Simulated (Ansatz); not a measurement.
**HfGeB in the AlB2 type: lattice stability ahead of a resistivity run**

Question: is the lattice of HfGeB in the AlB2 type stable, and if so, what are its coupling constant and resistivity?

Program: Ansatz 0.2.0. Level of theory: DFT LDA, scalar-relativistic, plane waves, PAW; PAW set soft_1. Results are calculated unless marked as measured.

Most raw output is cut from this account.

The structure was built from a prototype and need not be the compound's stable phase.

**1. Starting point**

The structure is hexagonal, space group P-6m2 (No. 187). Conventional cell: a = 3.854 Å, b = 3.854 Å, c = 4.047 Å, α = 90.00°, β = 90.00°, γ = 120.00°. Nearest to Hf lie 6 B at 3.01 Å and 6 Ge at 3.01 Å. Nearest to B lie 3 Ge at 2.23 Å and 6 Hf at 3.01 Å. Nearest to Ge lie 3 B at 2.23 Å and 6 Hf at 3.01 Å. Farther neighbours are not listed.

As a file:

```cif
data_structure
_symmetry_space_group_name_H-M 'P-6m2'
_symmetry_Int_Tables_number 187
_cell_length_a 3.8538
_cell_length_b 3.8538
_cell_length_c 4.0465
_cell_angle_alpha 90.000
_cell_angle_beta 90.000
_cell_angle_gamma 120.000
_cell_volume 52.05
loop_
_atom_site_label
_atom_site_type_symbol
_atom_site_symmetry_multiplicity
_atom_site_Wyckoff_symbol
_atom_site_fract_x
_atom_site_fract_y
_atom_site_fract_z
_atom_site_occupancy
Hf1 Hf 1 a 0.00000 0.00000 0.00000 1
B1 B 1 d 0.33333 0.66667 0.50000 1
Ge1 Ge 1 f 0.66667 0.33333 0.50000 1
```

**2. Rough relaxation**

Large forces or a large pressure at the start call for a first relaxation with loose thresholds.

The input, input.yaml:

```yaml
crystal:
  lattice:
    - [3.85382, 0.0, 0.0]
    - [-1.92691, 3.33751, 0.0]
    - [0.0, 0.0, 4.04651]
  atoms:
    - { symbol: Hf, position: [0.0, 0.0, 0.0] }
    - { symbol: B, position: [0.33333333, 0.66666667, 0.5] }
    - { symbol: Ge, position: [0.66666667, 0.33333333, 0.5] }
kpoints:
  mp_grid: { grid: [6, 6, 6] }
hamiltonian:
  xc: lda
  pseudopotentials: { kind: paw, azcp: { folder: soft_1 }, xc_functional: pbe }
scf:
  occupations: { method: gaussian, width: 0.1 }
output:
  forces: true
  stress: true
  eigenvalues: true
relax:
  adjacent_minimum: "off"
  f_tol: 0.05
  max_steps: 80
  cell: { stress_tol: 0.5 }
```

Launch:

```bash
$ ansatz run input.yaml --threads 4 --pin off --max-ram 12288MiB --backend cpu --events-out ev --progress --plain --runs-dir out
```

Run time: 7.9 s. Hardware: 4 threads of Arm Neoverse V2, shared host; peak memory 0.4 GiB.

Relaxation path:

```csv
step,energy less that of the first step (eV),largest force component (eV/Å),pressure (GPa),volume (Å³)
1,0.0000,0.0000,-26.55,52.05
2,-0.9262,0.0000,-19.66,45.80
3,-1.3789,0.0000,-0.33,39.52
4,-1.3841,0.0000,0.35,39.22
5,-1.3861,0.0000,-0.09,39.36
6*,-1.3830,0.0000,-0.14,39.36
```

Relaxation steps marked * repeat the geometry before them on a plane-wave basis chosen anew for their cell, so energy and pressure can jump there.

The run keeps the 12 symmetry operations that it works with, so distortions that break them were not tested.

```csv
"conventional cell, symmetrised",before,after,change
a (Å),3.854,3.556,-7.7 %
b (Å),3.854,3.556,-7.7 %
c (Å),4.047,3.594,-11.2 %
volume (Å³/atom),17.35,13.12,-24.4 %
```

The relaxed structure:

```xyz
3
Lattice="3.5560 0.0000 0.0000 -1.7780 3.0796 0.0000 0.0000 0.0000 3.5943" Properties=species:S:1:pos:R:3 pbc="T T T"
Hf    0.0000    0.0000    0.0000
B     0.0000    2.0530    1.7972
Ge    1.7780    1.0265    1.7972
```

Numbers from this step:

```yaml
pressure: -0.1437 GPa
volume_per_atom: 13.12 Å³/atom
metallic_on_mesh: yes
gap_on_the_k_mesh: 0 eV
```

The largest force is now zero by symmetry and the largest stress component 0.28 GPa.

**3. Relaxing cell and atoms**

The structure is brought to rest under this functional.

input.yaml, the sections that differ from step 2:

```yaml
crystal:
  lattice:
    - [3.5559866128, 0.0, 0.0]
    - [-1.7779933064, 3.0795747422, 0.0]
    - [0.0, 0.0, 3.5943417549]
  atoms:
    - { symbol: Hf, position: [0.0, 0.0, 0.0] }
    - { symbol: B, position: [0.3333333333, 0.6666666667, 0.5] }
    - { symbol: Ge, position: [0.6666666667, 0.3333333333, 0.5] }
kpoints:
  mp_grid: { grid: [9, 9, 8] }
relax:
  adjacent_minimum: "off"
  f_tol: 0.005
  max_steps: 80
  cell: { stress_tol: 0.05 }
# hamiltonian, scf, output: as in step 2
```

Wall time 8.7 s (4 threads); peak memory 0.44 GiB.

The steps of the relaxation:

```csv
step,energy less that of the first step (eV),largest force component (eV/Å),pressure (GPa),volume (Å³)
1,0.0000,0.0000,-0.52,39.36
2,-0.0007,0.0000,-0.31,39.34
3,-0.0009,0.0000,0.11,39.26
4,-0.0009,0.0000,0.00,39.28
5,-0.0008,0.0000,0.00,39.28
```

The log counts 1 steps on a newly chosen plane-wave basis, not all of them marked here; energy and pressure can jump at such steps.

```csv
"conventional cell, symmetrised",before,after,change
a (Å),3.556,3.546,-0.3 %
b (Å),3.556,3.546,-0.3 %
c (Å),3.594,3.607,+0.4 %
volume (Å³/atom),13.12,13.09,-0.2 %
```

Final coordinates:

```xyz
3
Lattice="3.5459 0.0000 0.0000 -1.7729 3.0708 0.0000 0.0000 0.0000 3.6074" Properties=species:S:1:pos:R:3 pbc="T T T"
Hf    0.0000    0.0000    0.0000
B     0.0000    2.0472    1.8037
Ge    1.7729    1.0236    1.8037
```

Numbers from this step:

| Item | Value |
| --- | --- |
| pressure | -0.001188 GPa |
| volume per atom | 13.09 Å³/atom |

The largest force is now zero by symmetry and the largest stress component 0.0035 GPa.

**4. Relaxing tightly for phonons**

No force is left; the cell is relaxed once more with another smearing and tight thresholds.

input.yaml, the sections that differ from step 3:

```yaml
crystal:
  lattice:
    - [3.5458541764, 0.0, 0.0]
    - [-1.7729270882, 3.0707997949, 0.0]
    - [0.0, 0.0, 3.6073952892]
  atoms:
    - { symbol: Hf, position: [0.0, 0.0, 0.0] }
    - { symbol: B, position: [0.3333333333, 0.6666666667, 0.5] }
    - { symbol: Ge, position: [0.6666666667, 0.3333333333, 0.5] }
scf:
  occupations: { method: methfessel_paxton, width: 0.2 }
relax:
  adjacent_minimum: "off"
  f_tol: 0.001
  max_steps: 60
  cell: { stress_tol: 0.01 }
# kpoints, hamiltonian, output: as in step 3
```

It took 7.1 s on 4 threads; peak memory 0.43 GiB; 26 s of CPU time.

Little changed from the start: no atom moved by 0.005 Å and no cell edge by 0.1 %.

This step gave:

```
pressure : -8.52e-4 GPa
```

The largest force is now zero by symmetry and the largest stress component 0.0012 GPa, small enough for phonons.

**5. Phonons by linear response: q 2×2×2, k 6×6×4**

Couplings are defined for a stable lattice alone, so phonons come first.

The input, input.yaml:

```yaml
crystal:
  lattice:
    - [3.544836966, 0.0, 0.0]
    - [-1.772418483, 3.0699188648, 0.0]
    - [0.0, 0.0, 3.6091622156]
  atoms:
    - { symbol: Hf, position: [0.0, 0.0, 0.0] }
    - { symbol: B, position: [0.3333333333, 0.6666666667, 0.5] }
    - { symbol: Ge, position: [0.6666666667, 0.3333333333, 0.5] }
kpoints:
  mp_grid: { grid: [6, 6, 4] }
hamiltonian:
  xc: lda
  pseudopotentials: { kind: paw, azcp: { folder: soft_1 }, xc_functional: pbe }
scf:
  occupations: { method: methfessel_paxton, width: 0.2 }
output:
  eigenvalues: true
phonons:
  method: dfpt
  qmesh: [2, 2, 2]
  temperatures: { t_max: 1000, t_step: 50 }
  qpath:
    path:
      - [[0.0, 0.0, 0.0], [0.5, 0.0, 0.0], [0.33333333, 0.33333333, 0.0], [0.0, 0.0, 0.0], [0.0, 0.0, 0.5], [0.5, 0.0, 0.5], [0.33333333, 0.33333333, 0.5], [0.0, 0.0, 0.5]]
      - [[0.5, 0.0, 0.5], [0.5, 0.0, 0.0]]
      - [[0.33333333, 0.33333333, 0.5], [0.33333333, 0.33333333, 0.0]]
    npoints: 10
```

It took 34 s on 4 threads; peak memory 0.5 GiB.

Numbers from this step:

```yaml
share_of_imaginary_modes_in_the_plain_interpolation_between_solved_wavevectors: 0.0471
highest_frequency_solved_or_plainly_interpolated: 600.2 cm⁻¹
```

Solved on the 2×2×2 mesh alone; all other wavevectors are interpolated. The phonon branches at the labelled points (cm⁻¹):

```csv
point,branch 1,branch 2,branch 3,branch 4,branch 5,branch 6,branch 7,branch 8,branch 9
Γ,-112,0,0,0,144,144,241,581,581
halfway,-121,32,64,81,170,206,222,565,590
M,-129,55,106,110,188,190,259,547,600
halfway,-114,73,104,107,176,182,268,551,597
K,-93,90,99,109,165,170,277,554,594
halfway,-119,47,69,86,170,215,222,562,592
Γ,-112,0,0,0,144,144,241,581,581
halfway,54,54,74,122,154,154,250,583,583
A,68,68,132,160,166,166,279,585,585
halfway,58,105,108,156,193,225,261,576,592
L,65,89,132,145,224,235,284,559,600
halfway,51,74,129,186,225,235,279,559,597
H,8,84,125,213,226,234,274,558,594
halfway,62,91,110,172,200,232,256,574,593
A,68,68,132,160,166,166,279,585,585
jump to L,65,89,132,145,224,235,284,559,600
halfway,30,91,101,157,174,210,273,553,600
M,-129,55,106,110,188,190,259,547,600
jump to H,8,84,125,213,226,234,274,558,594
halfway,59,90,101,157,194,203,276,556,594
K,-93,90,99,109,165,170,277,554,594
```

Lowest modes at the softest wavevector of the mesh. Modes at q = (0.500, 0.000, 0.000), with each element's share of the kinetic energy (negative means imaginary):

```csv
mode,frequency (cm⁻¹),Hf %,B %,Ge %
1,-129.1,6,81,13
2,55.2,76,2,21
3,105.8,99,0,1
4,109.9,92,8,0
5,188.2,24,10,66
6,190.4,2,11,87
```

Displacements in mode 1 (-129.1 cm⁻¹), the largest set to 1, in the home cell:
```
Hf1  0.00  0.00  0.07
B2   0.00  0.00  1.00
Ge3  0.00  0.00 -0.16
```

Displacements in mode 5 (188.2 cm⁻¹), the largest set to 1, in the home cell:
```
Hf1  0.21 -0.37  0.00
B2   0.58 -1.00  0.00
Ge3  0.56 -0.97  0.00
```

Among the solved wavevectors the lowest mode, translations apart, is -129 cm⁻¹, imaginary.

**6. Phonons: q 3×3×2, k 9×9×6**

An imaginary mode on so few k-points may come from the sampling, so the phonons are repeated with another q and k mesh.

input.yaml, as its differences from that of step 5:

```diff
@@ -10,3 +10,3 @@
 kpoints:
-  mp_grid: { grid: [6, 6, 4] }
+  mp_grid: { grid: [9, 9, 6] }
 hamiltonian:
@@ -20,3 +20,3 @@
   method: dfpt
-  qmesh: [2, 2, 2]
+  qmesh: [3, 3, 2]
   temperatures: { t_max: 1000, t_step: 50 }
```

The job ended after 2.8 min (4 threads; peak memory 0.84 GiB).

This step gave:

* share of imaginary modes in the plain interpolation between solved wavevectors: 0.0882
* highest frequency, solved or plainly interpolated: 590.7 cm⁻¹

Solved on the 3×3×2 mesh alone; all other wavevectors are interpolated. Phonon branches along the path, in cm⁻¹:

```csv
point,branch 1,branch 2,branch 3,branch 4,branch 5,branch 6,branch 7,branch 8,branch 9
Γ,-132,0,0,0,146,146,254,555,555
halfway,-39,-12,74,76,165,214,237,541,572
M,-65,35,97,129,187,199,261,536,590
halfway,-91,61,102,115,160,188,275,550,587
K,-125,89,108,114,132,177,285,569,578
halfway,19,27,70,78,162,229,233,542,574
Γ,-132,0,0,0,146,146,254,555,555
halfway,27,27,29,83,154,154,252,546,546
A,-18,-18,61,146,166,166,266,537,537
halfway,22,22,41,139,155,209,235,546,550
L,34,67,81,137,216,229,274,547,554
halfway,-52,64,96,175,228,259,270,524,579
H,-69,68,106,204,234,268,292,512,591
halfway,-32,29,59,154,171,214,235,539,561
A,-18,-18,61,146,166,166,266,537,537
jump to L,34,67,81,137,216,229,274,547,554
halfway,35,46,97,167,171,209,268,542,572
M,-65,35,97,129,187,199,261,536,590
jump to H,-69,68,106,204,234,268,292,512,591
halfway,43,83,95,180,188,210,277,541,584
K,-125,89,108,114,132,177,285,569,578
```

The modes has structure finer than the step of the table below, so its rows give means over 20 cm⁻¹, whole bins alone (the curve runs from -142 to 618 cm⁻¹). Peaks (cm⁻¹: height): B 235.7: 0.00799, 541.4: 0.0517; Ge -41.3: 0.0034, 159.3: 0.0236, 221.4: 0.0201, 264.4: 0.0192, 546.2: 0.00507; Hf -36.5: 0.0108, 68.6: 0.0269, 159.3: 0.00635.

Phonopy on the run's constants, 19x19x15 mesh, Gaussian sigma 5.4 cm⁻¹. The modes by wavenumber; means over each step; values in 1/cm⁻¹/cell:

```csv
wavenumber (cm⁻¹),B,Ge,Hf
-120,4.3e-4,5.8e-5,7.3e-7
-100,0.00107,1.5e-4,2.3e-5
-80,0.00144,3.1e-4,2.4e-4
-60,0.00217,0.00154,0.00384
-40,0.00231,0.00318,0.0102
-20,0.00143,0.00199,0.00750
0,4.1e-4,8.2e-4,0.00330
20,0.00132,0.00250,0.0133
40,0.00136,0.00274,0.0172
60,0.00187,0.00273,0.0236
80,0.00280,0.00264,0.0263
100,0.00220,0.00147,0.0181
120,0.00320,0.00119,0.00503
140,0.00601,0.00872,0.00295
160,0.00697,0.0218,0.00587
180,0.00523,0.0133,0.00336
200,0.00433,0.0131,0.00203
220,0.00539,0.0188,0.00276
240,0.00688,0.0174,0.00278
260,0.00288,0.0170,0.00113
280,8.3e-4,0.00787,3.5e-4
300,6.9e-5,1.3e-4,6.4e-6
320,0,0,0
340,0,0,0
360,0,0,0
380,0,0,0
400,0,0,0
420,0,0,0
440,0,0,0
460,0,0,0
480,0,0,0
500,1.4e-4,2.7e-6,0
520,0.00453,2.1e-4,0
540,0.0378,0.00342,7.9e-6
560,0.0248,0.00346,8.8e-6
580,0.0202,0.00323,0
600,0.00189,2.9e-4,0
```

No LO-TO term; unit eigenvectors of the mass-weighted matrix. Modes at Γ, with each element's share of the kinetic energy (negative means imaginary):

```csv
mode,frequency (cm⁻¹),symmetry,Hf %,B %,Ge %
1,-131.6,A2'',0,84,16
2,0.0,unnamed,68,4,28
3,0.0,unnamed,68,4,28
4,0.0,unnamed,68,4,28
5,146.2,E',32,12,56
6,146.2,E',32,12,56
7,253.7,A2'',32,12,56
8,555.4,E',0,84,16
9,555.4,E',0,84,16
```

Displacements in mode 1 (-131.6 cm⁻¹), the largest set to 1:
```
Hf1  0.00  0.00  0.01
B2   0.00  0.00  1.00
Ge3  0.00  0.00 -0.17
```

Displacements in mode 8 (555.4 cm⁻¹), the largest set to 1:
```
Hf1  0.00  0.01  0.00
B2   0.00  1.00  0.00
Ge3  0.00 -0.17  0.00
```

Among the solved wavevectors the lowest mode, translations apart, is -132 cm⁻¹, imaginary.

**7. Lattice stability: Fermi–Dirac smearing of 0.3 eV**

The phonons are repeated on the same meshes with a wide Fermi–Dirac smearing, to see whether the soft mode comes from sharp features of the Fermi surface.

input.yaml, as its differences from that of step 6:

```diff
@@ -15,3 +15,3 @@
 scf:
-  occupations: { method: methfessel_paxton, width: 0.2 }
+  occupations: { method: fermi_dirac, width: 0.3 }
 output:
```

Elapsed: 2.9 min, on 4 threads; peak memory 0.89 GiB.

This step gave:

| Property | Result |
| --- | --- |
| share of imaginary modes in the plain interpolation between solved wavevectors | 0.0383 |
| highest frequency, solved or plainly interpolated | 597.6 cm⁻¹ |

Solved on the 3×3×2 mesh alone; all other wavevectors are interpolated. The phonon branches at the labelled points (cm⁻¹):

```csv
point,branch 1,branch 2,branch 3,branch 4,branch 5,branch 6,branch 7,branch 8,branch 9
Γ,-133,0,0,0,156,156,238,577,577
halfway,-70,22,75,84,169,216,226,562,579
M,-66,34,101,134,185,198,264,555,584
halfway,-60,57,101,121,164,189,276,560,587
K,-64,79,102,116,144,178,285,565,588
halfway,-49,35,75,86,166,221,234,560,580
Γ,-133,0,0,0,156,156,238,577,577
halfway,30,45,45,91,159,159,240,570,570
A,53,53,86,144,165,165,258,563,563
halfway,56,66,76,146,178,218,241,572,573
L,73,76,88,133,222,242,282,562,574
halfway,39,63,98,175,228,259,275,534,591
H,-11,56,103,207,232,269,278,516,598
halfway,52,55,83,161,191,222,240,561,583
A,53,53,86,144,165,165,258,563,563
jump to L,73,76,88,133,222,242,282,562,574
halfway,52,58,104,165,181,211,274,558,579
M,-66,34,101,134,185,198,264,555,584
jump to H,-11,56,103,207,232,269,278,516,598
halfway,67,74,90,184,192,210,277,541,593
K,-64,79,102,116,144,178,285,565,588
```

Among the solved wavevectors the lowest mode, translations apart, is -133 cm⁻¹, imaginary.

**8. Outcome**

```json
{"phonon run of the rows without a label of their own": "LDA, q 3×3×2, k 9×9×6", "softest mode on the q mesh": "-132 cm⁻¹ at q = (0, 0, 0)", "highest frequency, solved or plainly interpolated": "591 cm⁻¹"}
```

The lattice is dynamically unstable at this level: a mode at q = (0, 0, 0) is imaginary, 132i cm⁻¹, so no harmonic coupling constant or resistivity is defined for this structure. These meshes are coarse, and single modes of a metal can move by tens of cm⁻¹ with the k mesh. The coarser mesh found an imaginary mode at another wavevector, which this mesh lacks. Spin–orbit coupling, left out here, matters for Hf. The phonon runs are not spin-polarised. The PAW files were made for PBE; under other functionals the run regenerates their frozen core. The structure was built by hand as an ordered model, and its stability against other phases was not tested.

[Logs are printed without paths, hosts, clocks, repeated set-up lines and the standing remarks that a program may print on its own settings, such as how far it seeks lower states.]

[Hosts, paths, dates, database ids (printed as entryN), source tags and the programs' standing remarks are cut or masked in the printed files.]
